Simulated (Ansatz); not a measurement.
# SrLiH3 (model cell, started as cubic perovskite with Sr in the octahedra): following an unstable mode, part 2 of 3

Which phase does SrLiH3 (model cell, started as cubic perovskite with Sr in the octahedra) fall into along its unstable mode, and how much energy does it gain?

Ansatz 0.2.0; DFT PBEsol, scalar-relativistic, plane waves, PAW.

So far, highest frequency on the path or at a solved wavevector (cm⁻¹): step 2 (the dispersion) 1389. Also lowest frequency on the path (cm⁻¹): step 2 -560.

The structure was built from a prototype and need not be the compound's stable phase.

## (5) Energy along the mode, all amplitudes (two of the runs are shown above)

An imaginary frequency means negative curvature, so the energy should fall and then rise again as anharmonic terms take over.

This step gave:

```yaml
depth_at_the_lowest_point_sampled: 102.5 meV/atom
largest_atomic_shift_at_that_point: 0.6 Å
```

Table of energy from the parent by largest atomic shift:

```csv
largest atomic shift (Å),energy from the parent (meV/atom)
0.000,0
0.040,-0.557
0.080,-2.22
0.140,-6.75
0.220,-16.4
0.320,-33.6
0.450,-62.9
0.600,-103
```

Displacement at unit largest shift by atom:

```csv
atom,x (Å),y (Å),z (Å),size
Li1,0.000,0.000,0.000,0.000
Li2,0.000,0.000,0.000,0.000
Sr3,0.000,0.000,0.000,0.000
Sr4,0.000,0.000,0.000,0.000
H5,0.707,0.707,0.000,1.000
H6,-0.707,-0.707,0.000,1.000
H7,0.707,0.000,0.707,1.000
H8,-0.707,0.000,-0.707,1.000
H9,0.000,0.707,-0.707,1.000
H10,0.000,-0.707,0.707,1.000
```

The lowest of the steps tried is the last one, at 0.6 Å, 103 meV/atom below the parent; the bottom of the well need not coincide with a step.

## (6) Relaxing from the distorted cell

Starting from the lowest point found, all atoms and the cell are let go, so that strain and other modes of the same symmetry can join in.

input.yaml reads:

```yaml
crystal:
  lattice:
    - [4.5923772974, 4.5923772974, 0.0]
    - [4.5923772974, 0.0, 4.5923772974]
    - [4.5923772974, 0.0, -4.5923772974]
  atoms:
    - { symbol: Li, position: [0.0, 0.5, 0.5] }
    - { symbol: Li, position: [0.0, 0.0, 1.0] }
    - { symbol: Sr, position: [0.5, 0.25, 0.75] }
    - { symbol: Sr, position: [0.5, 0.75, 0.25] }
    - { symbol: H, position: [0.5923844103, 0.5, 0.5] }
    - { symbol: H, position: [0.4076155897, 0.0, 0.0] }
    - { symbol: H, position: [0.0, 0.5923844103, 0.0] }
    - { symbol: H, position: [0.0, -0.0923844103, 0.5] }
    - { symbol: H, position: [0.5923844103, 0.4076155897, 0.0] }
    - { symbol: H, position: [0.4076155897, 0.0923844103, 0.5] }
kpoints:
  mp_grid: { grid: [6, 6, 6] }
hamiltonian:
  xc: pbesol
scf:
  occupations: { method: fixed }
output:
  forces: true
  stress: true
  eigenvalues: true
relax:
  adjacent_minimum: "off"
  f_tol: 0.002
  max_steps: 120
  cell: { stress_tol: 0.03 }
```

On the command line:

```bash
ansatz run input.yaml --threads 8 --pin off --max-ram 14336MiB --backend cpu --events-out ev --progress --plain --runs-dir out
```

Numbers of over 12 decimals in the logs are rounded to 6 here.

The log of the run:

```text
[...]
Crystal: 10 atoms, lattice volume = 193.706 Å³
Basis set: ecut = 420 eV, 3767 PW (Γ), exchange–correlation on 90×90×90 points (8 copies of the dense FFT grid, shifted against one another)
Bands: 26, of which v1, the nominal top of the filled ones, is band 16 counted from 1 (15 counted from 0)
Symmetry: 12 space group operations
[...]
k-points: 32 of 216
[...]
SCF iter   1: F=—  HF=-7485.673180 eV  |F-HF|=—  |Δ(HF+E_count)|=         —  Δρ=5.47e-3  dr2=5.35e-2  ethr=1.77e-3  ⟨swp⟩=5.4  Hψ=3779  notcnv=0  defer=177
[...]
SCF iter   6: F=-7485.657372 eV  HF=-7485.657372 eV  |F-HF|=9.53e-9  |Δ(HF+E_count)|=   3.27e-7  Δρ=2.39e-6  dr2=9.60e-9  ethr=3.13e-10  ⟨swp⟩=17.3  Hψ=6868  notcnv=0
SCF 1 converged in 6 iterations: F = -7485.657372 eV  dr2 = 9.60e-9
[...]
relax step   1: F+E_penalty+E_count = -7485.65737241 eV  Δ(F+E_penalty+E_count) = +0.000e0 eV  max|allowed force component| = 3.239e-1 eV/Å  Δτ_max = 0.0000 Å  P = -1.844 GPa  Ω = 193.706 Å³  (6 SCF iters, dr2 threshold 1.00e-7 eV, accepted)
Crystal: 10 atoms, lattice volume = 182.879 Å³
Basis set: ecut = 420 eV, 3569 PW (Γ), exchange–correlation on 90×90×90 points (8 copies of the dense FFT grid, shifted against one another)
[...]
iter 1 solved again at ethr=1.09e-3 eV; its pass at ethr=3.10e-3 eV (dr2=3.48e-1 eV) is discarded
[...]
SCF iter   5: F=-7486.400937 eV  HF=-7486.400936 eV  |F-HF|=4.89e-7  |Δ(HF+E_count)|=   1.80e-5  Δρ=2.02e-5  dr2=6.89e-7  ethr=3.12e-9  ⟨swp⟩=14.1  Hψ=6977  notcnv=0
SCF 2 converged in 5 iterations: F = -7486.400937 eV  dr2 = 6.89e-7
relax step   2: F+E_penalty+E_count = -7486.40093654 eV  Δ(F+E_penalty+E_count) = -7.436e-1 eV  max|allowed force component| = 3.658e-1 eV/Å  Δτ_max = 0.1964 Å  P = -1.826 GPa  Ω = 182.879 Å³  energy of the carried Pulay correction = +3.560e-3 eV  (5 SCF iters, dr2 threshold 1.00e-6 eV, accepted)
Crystal: 10 atoms, lattice volume = 170.640 Å³
Basis set: ecut = 420 eV, 3335 PW (Γ), exchange–correlation on 90×90×90 points (8 copies of the dense FFT grid, shifted against one another)
[...]
SCF iter   5: F=-7487.169900 eV  HF=-7487.169900 eV  |F-HF|=4.32e-7  |Δ(HF+E_count)|=   3.50e-5  Δρ=2.00e-5  dr2=5.63e-7  ethr=3.12e-9  ⟨swp⟩=13.6  Hψ=7058  notcnv=0
SCF 3 converged in 5 iterations: F = -7487.169900 eV  dr2 = 5.63e-7
relax step   3: F+E_penalty+E_count = -7487.16990022 eV  Δ(F+E_penalty+E_count) = -7.690e-1 eV  max|allowed force component| = 3.291e-1 eV/Å  Δτ_max = 0.1918 Å  P = -1.377 GPa  Ω = 170.640 Å³  energy of the carried Pulay correction = +7.839e-3 eV  (5 SCF iters, dr2 threshold 1.00e-6 eV, accepted)
[... from here on, the SCF cycles and remarks between the steps are left out ...]
relax step   4: F+E_penalty+E_count = -7487.68692065 eV  Δ(F+E_penalty+E_count) = -5.170e-1 eV  max|allowed force component| = 1.010e-1 eV/Å  Δτ_max = 0.1943 Å  P = -0.530 GPa  Ω = 160.446 Å³  energy of the carried Pulay correction = +1.163e-2 eV  (5 SCF iters, dr2 threshold 1.00e-6 eV, accepted)
relax step   5: F+E_penalty+E_count = -7487.71510340 eV  Δ(F+E_penalty+E_count) = -2.818e-2 eV  max|allowed force component| = 9.369e-2 eV/Å  Δτ_max = 0.0718 Å  P = +1.328 GPa  Ω = 152.064 Å³  energy of the carried Pulay correction = +1.492e-2 eV  (5 SCF iters, dr2 threshold 1.00e-6 eV, accepted)
relax step   6: F+E_penalty+E_count = -7487.74465945 eV  Δ(F+E_penalty+E_count) = -2.956e-2 eV  max|allowed force component| = 2.683e-2 eV/Å  Δτ_max = 0.0350 Å  P = +0.728 GPa  Ω = 155.872 Å³  energy of the carried Pulay correction = +1.340e-2 eV  (5 SCF iters, dr2 threshold 1.00e-6 eV, accepted)
relax step   7: F+E_penalty+E_count = -7487.74132983 eV  Δ(F+E_penalty+E_count) = +3.330e-3 eV  max|allowed force component| = 6.541e-2 eV/Å  Δτ_max = 0.0173 Å  P = -0.561 GPa  Ω = 162.723 Å³  energy of the carried Pulay correction = +1.076e-2 eV  (5 SCF iters, dr2 threshold 1.00e-6 eV, rejected (line search))
relax step   8: F+E_penalty+E_count = -7487.75429479 eV  Δ(F+E_penalty+E_count) = -9.635e-3 eV  max|allowed force component| = 3.105e-3 eV/Å  Δτ_max = 0.0085 Å  P = +0.141 GPa  Ω = 158.869 Å³  energy of the carried Pulay correction = +1.224e-2 eV  (8 SCF iters, accepted)
relax step   9: F+E_penalty+E_count = -7487.75462298 eV  Δ(F+E_penalty+E_count) = -3.282e-4 eV  max|allowed force component| = 2.464e-5 eV/Å  Δτ_max = 0.0001 Å  P = +0.004 GPa  Ω = 159.513 Å³  energy of the carried Pulay correction = +1.199e-2 eV  (4 SCF iters, dr2 threshold 9.08e-8 eV, accepted)
relax step  10: F+E_penalty+E_count = -7487.75046407 eV  Δ(F+E_penalty+E_count) = +4.159e-3 eV  max|allowed force component| = 7.940e-5 eV/Å  Δτ_max = 0.0000 Å  P = -0.022 GPa  Ω = 159.513 Å³  stress off target by 3.72e-2 GPa  SCF on the basis re-selected at this cell (its energy is not comparable with the rows above)  (6 SCF iters)
relax step  11: F+E_penalty+E_count = -7487.75052785 eV  Δ(F+E_penalty+E_count) = -6.377e-5 eV  max|allowed force component| = 6.431e-5 eV/Å  Δτ_max = 0.0006 Å  P = +0.001 GPa  Ω = 159.446 Å³  energy of the carried Pulay correction = +2.514e-5 eV  (4 SCF iters, dr2 threshold 3.46e-9 eV, accepted)
[...]
SCF iter   1: F=—  HF=-7487.750433 eV  |F-HF|=—  |Δ(HF+E_count)|=         —  Δρ=1.42e-5  dr2=1.10e-8  ethr=2.51e-7  ⟨swp⟩=4.1  Hψ=6248  notcnv=0  defer=247
eigensolver tolerance schedule: the retry pair's looser diagonalisation over-reported the residual by 7311.20 of it (diagonalisation noise at 1.45 of the residual, at the tolerance the schedule requests for it); recorded, not acted on — ethr = c·dr2/N_el stays at c = 1.0e-1
[...]
SCF iter   2: F=—  HF=-7487.750491 eV  |F-HF|=—  |Δ(HF+E_count)|=   5.81e-5  Δρ=7.15e-6  dr2=3.16e-9  ethr=3.44e-11  ⟨swp⟩=3.3  Hψ=1628  notcnv=0  defer=246
[...]
SCF iter   5: F=-7487.750492 eV  HF=-7487.750492 eV  |F-HF|=0.00e0  |Δ(HF+E_count)|=  2.87e-10  Δρ=4.78e-8  dr2=1.63e-12  ethr=1.00e-12  ⟨swp⟩=4.3  Hψ=2378  notcnv=0
SCF 12 converged in 5 iterations: F = -7487.750492 eV  dr2 = 1.63e-12
relax step  12: F+E_penalty+E_count = -7487.75049245 eV  Δ(F+E_penalty+E_count) = +3.540e-5 eV  max|allowed force component| = 6.686e-5 eV/Å  Δτ_max = 0.0000 Å  P = +0.001 GPa  Ω = 159.446 Å³  stress off target by 2.21e-3 GPa  SCF on the basis re-selected at this cell (its energy is not comparable with the rows above)  (5 SCF iters)
[...]
SCF converged after 5 iterations
Free energy (F): -7487.750492 eV
[...]
Internal energy: -7487.750492 eV  (E = F + TS)
E sigma→0 (E₀):  -7487.750492 eV
Fermi energy:    1.528524 eV
[...]
--- Forces (eV/Å), atoms counted from 1 ---
  atom   1  Li     0.00000000     0.00000000     0.00000000
  atom   2  Li    -0.00000000    -0.00000000    -0.00000000
  atom   3  Sr     0.00000000     0.00000000     0.00000000
  atom   4  Sr     0.00000000    -0.00000000    -0.00000000
  atom   5  H      0.00006686     0.00006686     0.00000000
  atom   6  H     -0.00006686    -0.00006686    -0.00000000
  atom   7  H      0.00006686    -0.00000000     0.00006686
  atom   8  H     -0.00006686     0.00000000    -0.00006686
  atom   9  H     -0.00000000     0.00006686    -0.00006686
  atom  10  H      0.00000000    -0.00006686     0.00006686
  max |Σ_I F_I| component: 2.71e-20 eV/Å
--- Stress (GPa, compression-positive) ---
        0.000882      -0.000664      -0.000664
       -0.000664       0.000882       0.000664
       -0.000664       0.000664       0.000882
  P = ⅓ Tr σ = 0.0009 GPa (0.009 kbar)
--- Band table (eV; the first three rows and the last of 32) ---
  k-point 0: bands = [... 12 lower, 0.0461, 0.8900, 1.5285, 1.5285, 3.5120, 4.6832, 4.6832, 7.5273, ... 6 higher]
  k-point 1: bands = [... 12 lower, 0.1257, 0.5143, 1.3968, 1.3968, 3.9620, 4.8240, 4.8240, 7.0507, ... 6 higher]
  k-point 2: bands = [... 12 lower, 0.3530, 0.3530, 1.0738, 1.0738, 4.9073, 5.1996, 5.1996, 6.3801, ... 6 higher]
  k-point 31: bands = [... 12 lower, 0.0406, 0.0406, 0.7496, 0.7496, 5.2189, 5.2189, 5.7151, 5.7151, ... 6 higher]
--- Relaxed structure (10 steps of the walk, 9 accepted, 2 SCFs on fresh bases) ---
  F+E_penalty+E_count = -7487.75049245 eV   max|allowed force component| = 6.686e-5 eV/Å   (the final SCF, on the basis selected at the relaxed cell)
  cell:  # Å, volume = 159.4456 Å³
    - [4.034161, 4.034161, 5.551115123125783e-17]
    - [4.034161, 5.551115123125783e-17, 4.034161]
    - [4.610485, -0.576324, -4.610485]
  atoms:
    - { symbol: Li, position: [2.6020852139652106e-18, 0.500000, 0.500000] }
    - { symbol: Li, position: [0.0, -1.1102230246251565e-16, 1.0] }
    - { symbol: Sr, position: [0.5, 0.250000, 0.75] }
    - { symbol: Sr, position: [0.500000, 0.750000, 0.250000] }
    - { symbol: H, position: [0.686319, 0.500000, 0.5] }
    - { symbol: H, position: [0.313681, 7.14535963761954e-18, -5.557469386935014e-18] }
    - { symbol: H, position: [-6.938893903907228e-18, 0.686319, 0.0] }
    - { symbol: H, position: [1.3877787807814457e-17, -0.186319, 0.500000] }
    - { symbol: H, position: [0.686319, 0.313681, 1.3877787807814457e-16] }
    - { symbol: H, position: [0.313681, 0.186319, 0.500000] }
```

The job ended after 12 s (8 threads of Arm Neoverse V2, shared host; peak memory 0.68 GiB).

Relaxation path:

```csv
step,energy less that of the first step (eV),largest force component (eV/Å),pressure (GPa),volume (Å³)
1,0.0000,0.3239,-1.84,193.71
2,-0.7436,0.3658,-1.83,182.88
3,-1.5125,0.3291,-1.38,170.64
4,-2.0295,0.1010,-0.53,160.45
5,-2.0577,0.0937,1.33,152.06
6,-2.0873,0.0268,0.73,155.87
7,-2.0840,0.0654,-0.56,162.72
8,-2.0969,0.0031,0.14,158.87
9,-2.0973,0.0000,0.00,159.51
10*,-2.0931,0.0001,-0.02,159.51
11,-2.0932,0.0001,0.00,159.45
12*,-2.0931,0.0001,0.00,159.45
```

Relaxation steps marked * repeat the geometry before them on a plane-wave basis chosen anew for their cell, so energy and pressure can jump there. Relaxation step 7 was tried and not accepted.

The run keeps the 12 symmetry operations that it works with, so distortions that break them were not tested.

```csv
cell as run,before,after,change
a (Å),6.495,5.705,-12.2 %
b (Å),6.495,5.705,-12.2 %
c (Å),6.495,6.546,+0.8 %
β (°),60.00,64.16,+6.9 %
volume (Å³/atom),19.37,15.94,-17.7 %
```

The atoms that moved most (Å, as changes of fractional coordinates times the final cell):

```csv
atom,dx,dy,dz,length
H6,-0.379,-0.379,0.000,0.536
H8,-0.379,0.000,-0.379,0.536
H10,0.000,-0.379,0.379,0.536
H5,0.379,0.379,0.000,0.536
H9,0.000,0.379,-0.379,0.536
H7,0.379,0.000,0.379,0.536
```

Numbers from this step:

| Property | Result |
| --- | --- |
| pressure | 8.82e-4 GPa |
| gap on the k-mesh | 1.984 eV |
| volume per atom | 15.94 Å³ |

The distorted start has space group R-3c; the relaxation ends in R-3c.

## (7) The new phase in its own primitive cell

The relaxed structure is symmetrised, reduced to its primitive cell and relaxed tightly, as its phonons need.

input.yaml reads:

```yaml
crystal:
  lattice:
    - [2.8525827311, 1.6469394077, 5.6564704253]
    - [-2.8525827311, 1.6469394077, 5.6564704253]
    - [0.0, -3.2938788154, 5.6564704253]
  atoms:
    - { symbol: Li, position: [0.25, 0.25, 0.25] }
    - { symbol: Li, position: [0.75, 0.75, 0.75] }
    - { symbol: Sr, position: [0.5, 0.5, 0.5] }
    - { symbol: Sr, position: [0.0, 0.0, 0.0] }
    - { symbol: H, position: [0.9363187939, 0.25, 0.5636812061] }
    - { symbol: H, position: [0.0636812061, 0.75, 0.4363187939] }
    - { symbol: H, position: [0.4363187939, 0.0636812061, 0.75] }
    - { symbol: H, position: [0.5636812061, 0.9363187939, 0.25] }
    - { symbol: H, position: [0.75, 0.4363187939, 0.0636812061] }
    - { symbol: H, position: [0.25, 0.5636812061, 0.9363187939] }
kpoints:
  mp_grid: { grid: [6, 6, 6] }
hamiltonian:
  xc: pbesol
scf:
  occupations: { method: fixed }
output:
  forces: true
  stress: true
  eigenvalues: true
relax:
  adjacent_minimum: "off"
  f_tol: 0.001
  max_steps: 60
  cell: { stress_tol: 0.01 }
```

The log of the run:

```text
[...]
Crystal: 10 atoms, lattice volume = 159.446 Å³
Basis set: ecut = 420 eV, 3121 PW (Γ), exchange–correlation on 90×90×90 points (8 copies of the dense FFT grid, shifted against one another)
Bands: 26, of which v1, the nominal top of the filled ones, is band 16 counted from 1 (15 counted from 0)
Symmetry: 12 space group operations
[...]
k-points: 32 of 216
[...]
- { symbol: Sr, position: [0.500000, 0.500000, 0.5] }
    - { symbol: Sr, position: [0.0, 0.0, 0.0] }
    - { symbol: H, position: [0.936319, 0.250000, 0.5636812061] }
    - { symbol: H, position: [0.063681, 0.75, 0.4363187939] }
    - { symbol: H, position: [0.436319, 0.063681, 0.75] }
    - { symbol: H, position: [0.5636812061, 0.9363187939, 0.250000] }
    - { symbol: H, position: [0.75, 0.436319, 0.0636812061] }
    - { symbol: H, position: [0.25, 0.5636812061, 0.9363187939] }
[key lines of the parts left out:]
SCF converged after 6 iterations
Free energy (F): -7487.750492 eV
Fermi energy:    1.528524 eV
P = ⅓ Tr σ = 0.0009 GPa (0.009 kbar)
```

Elapsed: 1.9 s, on 8 threads; peak memory 0.61 GiB.

Little changed from the start: no atom moved by 0.005 Å and no cell edge by 0.1 %.

This step gave:

- pressure: 8.85e-4 GPa
- direct gap on mesh: 1.984 eV

The largest force component left is 0.094 meV/Å and the pressure is 0.001 GPa, within the tolerances set. The cell now holds 15.94 Å³/atom.

(Continued in part 3 of 3.)

[Logs are printed without paths, hosts, clocks, repeated set-up lines and the standing remarks that a program may print on its own settings, such as how far it seeks lower states.]

[Hosts, paths, dates, database ids (printed as entryN), source tags and the programs' standing remarks are cut or masked in the printed files.]
